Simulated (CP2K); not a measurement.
Two runs for the N K edge of 4-methylpyridine. Run A: CP2K XAS_TDP, all-electron GAPW, PBEh(45%), aug-cc-pVDZ, TDA, no relativity. Run B differs in one setting.

First lines with a strength over 0.0015. A:

```csv
atom,energy (eV),states,"strength, one atom"
N5 (bonded to 2 C),394.87,1,0.0512
,400.65,1,0.0025
,401.68,1,0.0041
,402.03,2,0.0056
,402.24,1,0.0041
```

B:

```csv
atom,energy (eV),states,"strength, one atom"
N5 (bonded to 2 C),399.67,1,0.0506
,405.44,1,0.0025
,406.48,1,0.0041
,406.83,2,0.0055
,407.03,1,0.0040
```

Which was it: scalar relativity switched on, the basis, the functional, GW2X switched on?

GW2X switched on. GW2X shifts an atom's lines together and keeps their spacings. Against PBEh(45%) in aug-cc-pVDZ, the leading line moves by +4.80 eV, to 399.67 eV.

[Banner, clock and machine lines of the logs are left out without a mark of their own.]

[Logs are printed without paths, hosts, clocks, repeated set-up lines and the standing remarks that a program may print on its own settings, such as how far it seeks lower states.]

[Hosts, paths, dates, database ids (printed as entryN), source tags and the programs' standing remarks are cut or masked in the printed files.]
